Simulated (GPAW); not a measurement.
## KF (Fm-3m): refractive index against wavelength

The refractive index of KF (Fm-3m) below the direct gap (6.18 eV on the mesh) is read from one computed spectrum, n = √(Re ε).

Symmetry: Fm-3m, No. 225, cubic system. Conventional cell: a = 5.344 Å, b = 5.344 Å, c = 5.344 Å, α = 90.00°, β = 90.00°, γ = 90.00°. K on site a has 6 F at 2.67 Å as nearest neighbours. F on site b is surrounded by 6 K at 2.67 Å.

Method: GPAW 26.7.0, PBE, RPA, k-mesh 11×11×11, local fields up to 60 eV, Lorentzian half width 0.15 eV.

Launch of the response step: `OMP_NUM_THREADS=1 python df.py`. The run took 47 s, its band step included, on 1 thread of Arm Neoverse V2, with other jobs on the host.

| wavelength (nm) | photon energy E (eV) | n |
| --- | --- | --- |
| 700 | 1.771 | 1.3844 |
| 633 | 1.959 | 1.3859 |
| 532 | 2.331 | 1.3893 |
| 450 | 2.755 | 1.3942 |
| 405 | 3.061 | 1.3984 |
| 365 | 3.397 | 1.4039 |
| 308 | 4.025 | ? |

In the single-oscillator model n² − 1 = E₀E_d/(E₀² − E²), so 1/(n² − 1) = E₀/E_d − E²/(E₀E_d) is linear in E².

Working, on the rows shown:

| x = E² (eV²) | y = 1/(n² − 1) |
| --- | --- |
| 3.13716 | 1.09103 |
| 3.83641 | 1.08611 |
| 5.43137 | 1.07509 |
| 7.59115 | 1.05955 |
| 9.37179 | 1.04655 |
| 11.5384 | 1.02993 |

Means: x̄ = 6.8177, ȳ = 1.0647. Σ(x − x̄)(y − ȳ) = -0.3896, Σ(x − x̄)² = 53.76. Slope = -0.3896 / 53.76 = -0.007247; intercept = ȳ − slope · x̄ = 1.1141. Turned back into n, the line misses the rows shown by at most 0.00019.

Problem. Fill in the last column of the withheld row.

Solution. At x = 16.204 the line gives y = 0.99669, that is 1.4154. The run gave 1.4167, so the extrapolation is off by 0.0013, 4 % of the range in the table.

Refitted with all rows, the slope is -0.007476 and the intercept 1.1155. These give E₀ = √(intercept/−slope) = 12.22 eV and E_d = E₀/intercept = 11.0 eV; E₀ is 2.0 times the direct gap. The electronic limit at long wavelengths, without lattice vibrations, is n = √(1 + 1/intercept) = 1.377. Excitons are left out; PBE gaps are as a rule too small. The values come from a sum over the points of one k-mesh and carry its error, which grows as the direct gap shrinks. This version of GPAW has incomplete matrix elements in the optical limit, which can lower ε − 1 by up to a tenth where first-row anions or d states rule.
